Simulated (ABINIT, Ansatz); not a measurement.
# WSe2 (P6_3/mmc): changed settings of a GW run in ABINIT, part 2 of 2

What do changed inputs do to GW on WSe2 (P6_3/mmc)?

ABINIT 10.8.3; PBE and many-body steps on it, plane waves. Known limits of the many-body steps: not at the basis limit; no spin-orbit coupling; coarse k mesh.

So far. Step 2 (Screening, 6×6×1 mesh, 210 bands, screening to 141.5 eV): Local fields lower ε∞ by 10 %. On a Γ-centred mesh this coarse the value itself is usually too large, while a short band sum pulls it down. Step 3 (Base): The gap on the mesh goes from 0.98 eV to 1.21 eV, a correction of +0.23 eV.

The database entry behind the starting cell differs from later determinations by our own check (a about 0.2 % long), so it need not match the best structure at ambient conditions.

## 4. No symmetry in the self-energy

Level of this step: G0W0 on PBE, plane waves, norm-conserving pseudopotentials (ABINIT).

run.abi reads:

```
acell 3*1.0 Angstrom
rprim 
  3.290000000028 -0.000000000007 0.000000000000
  -1.645000000008 2.849223578479 0.000000000000
  0.000000000000 0.000000000000 12.970000000000
ntypat 2
znucl 74 34
natom 6
typat 1 1 2 2 2 2
xred 
  0.333333333333 0.666666666667 0.250000000000
  0.666666666667 0.333333333333 0.750000000000
  0.333333333333 0.666666666667 0.621000000000
  0.666666666667 0.333333333333 0.121000000000
  0.333333333333 0.666666666667 0.879000000000
  0.666666666667 0.333333333333 0.379000000000
pp_dirpath "pseudos"
pseudos "W.upf, Se.upf"
ecut 58
ngkpt 6 6 1
nshiftk 1
shiftk 0 0 0
kptopt 1
chksymbreak 0
istwfk *1
occopt 1
irdwfk 1
optdriver 4
nband 210
gwcalctyp 0
ecutsigx 58
symsigma 0
nkptgw 3
kptgw 
  0.0000000000 0.0000000000 0.0000000000
  0.1666666667 0.1666666667 0.0000000000
  0.3333333333 0.3333333333 0.0000000000
bdgw 
  61 64
  61 64
  61 64
ecuteps 5.2
irdscr 1
ppmodel 1
indata_prefix "in"
outdata_prefix "out"
tmpdata_prefix "tmp"
```

Started as:

```bash
OMP_NUM_THREADS=1 mpirun -n 16 abinit run.abi > log
```

Output:

```text
.Version 10.8.3 of ABINIT. v10.8.2 released Aug 2026.

 Symmetries : space group P6_3/m m c (#194); Bravais hP (primitive hexag.)
[... echo of the input left out ...]
== DATASET  1 ==================================================================
-   mpi_nproc: 16, omp_nthreads: 1 (-1 if OMP is not activated)

--- !DatasetInfo
iteration_state: {dtset: 1, }
dimensions: {natom: 6, nkpt: 7, mband: 210, nsppol: 1, nspinor: 1, nspden: 1, mpw: 17365, }
cutoff_energies: {ecut:  58.0, pawecutdg:  -1.0, }
electrons: {nelect:   1.24000000E+02, charge:   0.00000000E+00, occopt:   1.00000000E+00, tsmear:   1.00000000E-02, }

 SIGMA: Calculation of the GW corrections

 Based on a program developped by R.W. Godby, V. Olevano, G. Onida, and L. Reining.
 Incorporated in ABINIT by V. Olevano, G.-M. Rignanese, and M. Torrent.
.Using double precision arithmetic ; gwpc =  8

[... cell and pseudopotentials left out ...]
--------------------------------------------------------------------------------

 ==== K-mesh for the wavefunctions ====
 Number of points in the irreducible wedge :     7
[... list of points left out ...]
 Together with 24 symmetry operations and time-reversal symmetry
 yields    36 points in the full Brillouin Zone.

 ==== Q-mesh for screening function ====
 Number of points in the irreducible wedge :     7
[... list of points left out ...]
 Together with 24 symmetry operations and time-reversal symmetry
 yields    36 points in the full Brillouin Zone.

 vcoul_init : cutoff-mode = AUXILIARY_FUNCTION
 q-points for optical limit:   1
     1)      0.000010    0.000020    0.000030
 setmesh: FFT mesh size selected  =    40x   40x  180
          total number of points  =       288000

 Number of electrons calculated from density =  124.0000; Expected =  124.0000
[...]
number of plane-waves for wavefunctions         17365
 number of bands                                   210
 number of q-points in IBZ                           7
 number of frequencies                               2
 number of real frequencies                          1
 number of imag frequencies                          1

 matrix elements of self-energy operator (all in [eV])

 Perturbative Calculation

--- !SelfEnergy_ee
iteration_state: {dtset: 1, }
kpoint     : [   0.000,    0.000,    0.000, ]
spin       : 1
KS_gap     :    2.641
QP_gap     :    3.063
Delta_QP_KS:    0.422
data: !SigmaeeData |
     Band     E0 <VxcDFT>   SigX SigC(E0)      Z dSigC/dE  Sig(E)    E-E0       E
       61   8.758 -14.840 -17.168   2.031   0.805  -0.243 -15.079  -0.239   8.519
       62   9.827 -16.072 -16.480   0.735   0.797  -0.255 -15.811   0.261  10.088
       63  12.468 -15.988 -11.529  -3.608   0.802  -0.246 -15.305   0.683  13.151
[...]
--- !SelfEnergy_ee
iteration_state: {dtset: 1, }
kpoint     : [   0.167,    0.167,    0.000, ]
spin       : 1
KS_gap     :    2.075
QP_gap     :    2.403
Delta_QP_KS:    0.328
data: !SigmaeeData |
     Band     E0 <VxcDFT>   SigX SigC(E0)      Z dSigC/dE  Sig(E)    E-E0       E
[...]
--- !SelfEnergy_ee
iteration_state: {dtset: 1, }
kpoint     : [   0.333,    0.333,    0.000, ]
spin       : 1
KS_gap     :    1.524
QP_gap     :    2.033
Delta_QP_KS:    0.509
data: !SigmaeeData |
     Band     E0 <VxcDFT>   SigX SigC(E0)      Z dSigC/dE  Sig(E)    E-E0       E
[...]
63  11.158 -16.264 -11.891  -3.434   0.795  -0.258 -15.518   0.746  11.904
       64  11.158 -16.264 -11.891  -3.434   0.795  -0.258 -15.517   0.746  11.904

== END DATASET(S) ==============================================================
================================================================================

 -outvars: echo values of variables after computation  --------
           etotal      0.0000000000E+00
            nband         210
             nkpt           7
          spgroup         194
 [... the other variables as echoed above ...]

 Calculation completed.
```

Wall time 69 s (16 MPI ranks of Arm Neoverse V2, shared host); peak memory 8.2 GiB.

This step gave:

* G0W0 gap on the points computed: 1.211 eV
* starting gap on the mesh: 0.9782 eV
* k of the valence top: 0, 0, 0
* k of the conduction bottom: 0.1667, 0.1667, 0
* Z at the valence top: 0.797
* Z at the conduction bottom: 0.805
* least direct G0W0 gap on the computed points: 2.034 eV

Against G0W0 in ABINIT (6×6×1 mesh, 210 bands, screening to 141.5 eV, Godby-Needs plasmon pole), the gap moves by +0.000 eV.

## 5. A keyword of another program

Edit run.abi of step 4 so:

```diff
@@ -31,3 +31,3 @@
 ecutsigx 58
-symsigma 0
+symsigma 1
 nkptgw 3
@@ -44,2 +44,3 @@
 ppmodel 1
+ENCUTGW 100
 indata_prefix "in"
```

Output:

```text
.Version 10.8.3 of ABINIT. v10.8.2 released Aug 2026.

 Symmetries : space group P6_3/m m c (#194); Bravais hP (primitive hexag.)
================================================================================
 Values of the parameters that define the memory need of the present run
     intxc =       0    ionmov =       0      iscf =       7    lmnmax =       8
     lnmax =       8     mgfft =     180  mpssoang =       4    mqgrid =    8403
     natom =       6  nloc_mem =       1    nspden =       1   nspinor =       1
    nsppol =       1      nsym =      24    n1xccc =    2501    ntypat =       2
    occopt =       1   xclevel =       2
-    mband =         210        mffmem =           1         mkmem =           1
       mpw =       17365          nfft =      364500          nkpt =           7
================================================================================
  Rough estimation (10% accuracy) of disk space for files :
================================================================================

--------------------------------------------------------------------------------
------------- Echo of variables that govern the present computation ------------
--------------------------------------------------------------------------------
 -outvars: echo values of preprocessed input variables --------
            acell      1.8897261259E+00  1.8897261259E+00  1.8897261259E+00 Bohr

             bdgw          61      64      61      64      61      64
      chksymbreak           0
             ecut      5.80000000E+01 Hartree
          ecuteps      5.20000000E+00 Hartree
         ecutsigx      5.80000000E+01 Hartree
          ecutwfn      5.80000000E+01 Hartree
-          fftalg         312
           irdscr           1
           irdwfk           1

[...]
npweps         463
          npwsigx       17365
           npwwfn       17365
             nsym          24
           ntypat           2
              occ      2.000000  2.000000  2.000000  2.000000  2.000000  2.000000
                       2.000000  2.000000  2.000000  2.000000  2.000000  2.000000
                       2.000000  2.000000  2.000000  2.000000  2.000000  2.000000
                       2.000000  2.000000  2.000000  2.000000  2.000000  2.000000
[...]
[... 24 further rows ...]
                       0.000000  0.000000  0.000000  0.000000  0.000000  0.000000
                       0.000000  0.000000  0.000000  0.000000  0.000000  0.000000
        optdriver           4
            rprim      3.2900000000E+00 -7.0000000000E-12  0.0000000000E+00
[...]
spgroup         194

             xred      3.3333333333E-01  6.6666666667E-01  2.5000000000E-01
[...]
3.3333333333E-01  6.6666666667E-01  8.7900000000E-01
                       6.6666666667E-01  3.3333333333E-01  3.7900000000E-01
            znucl       74.00000   34.00000

================================================================================

 chkinp: Checking input parameters for consistency.

--- !ERROR
message: |
    Found token: `ENCUTGW` in the input file.
    This name is not one of the registered input variable names (see
    Action: check your input file. Perhaps you mistyped the input variable,
    or specified "img", although this was not permitted for this input variable.

--- !ERROR
message: |
    Found token: `ENCUTGW` in the input file.
    This name is not one of the registered input variable names (see
    Action: check your input file. Perhaps you mistyped the input variable,
    or specified "img", although this was not permitted for this input variable.

--- from the log ---
Found token: `ENCUTGW` in the input file.
    This name is not one of the registered input variable names (see
    Action: check your input file. Perhaps you mistyped the input variable,
    or specified "img", although this was not permitted for this input variable.
```

Wall time 0.74 s (16 MPI ranks); peak memory 0.05 GiB.

The run stopped with an error after 0.74 s.

The program's words: Found token: `ENCUTGW` in the input file. This name is not one of the registered input variable names (see Action: check your input file. Perhaps you mistyped the input variable, or specified "img", although this was not permitted for this input variable.

The fault put into this input: a keyword of another program.

## 6. Side by side

Times are wall times on 16 MPI ranks of Arm Neoverse V2, shared host, good to a factor of about two. A run's time includes the screening step that it read.

| run | mesh | bands | screening cutoff (eV) | DFT gap (eV) | gap on the mesh (eV) | direct (eV) | ε∞ used | time |
| --- | --- | --- | --- | --- | --- | --- | --- | --- |
| base | 6×6×1 | 210 | 141.5 | 0.978 | 1.211 | 2.034 | 14.96 | 3.7 min |
| no symmetry in the self-energy | 6×6×1 | 210 | 141.5 | 0.978 | 1.211 | 2.034 | 14.96 | 4.4 min |

## 7. Summary of results

* base: 1.211 eV
* no symmetry in the self-energy: 1.211 eV
* known limits: not at the basis limit; no spin-orbit coupling; coarse k mesh

**Reading.** No symmetry in the self-energy: no change against base (keys changed: symsigma). Bands and cutoff are finite, so the gap is not at the basis limit. The miss can reach some tenths of an eV and take either sign; the mesh is an error of its own. In the G0W0 runs levels were corrected at 3 k points alone, so a gap called «on the mesh» is the least over those, and an edge elsewhere would be missed. The 6×6×1 mesh is coarse for this cell, which bears on the long-range parts of exchange and screening. The many-body steps are scalar-relativistic: spin-orbit coupling is not in them.

[Paths, hosts, dates, memory and timing lines, banners, echoed tables and standing remarks are left out of the program output.]

[Logs are printed without paths, hosts, clocks, repeated set-up lines and the standing remarks that a program may print on its own settings, such as how far it seeks lower states.]

[Runs of the session that timed out or met a known fault of the program may be left out.]

[Hosts, paths, dates, database ids (printed as entryN), source tags and the programs' standing remarks are cut or masked in the printed files.]

[G0W0 gaps are taken among the corrected bands and points alone; a level outside them can change the order at an edge.]

[Where Ansatz stands beside ABINIT at settings called matched, ABINIT's density can come from a denser mesh and the files from another edition; pairs whose starting gaps differed by over 0.03 eV were left out, so agreement reads better than it is.]
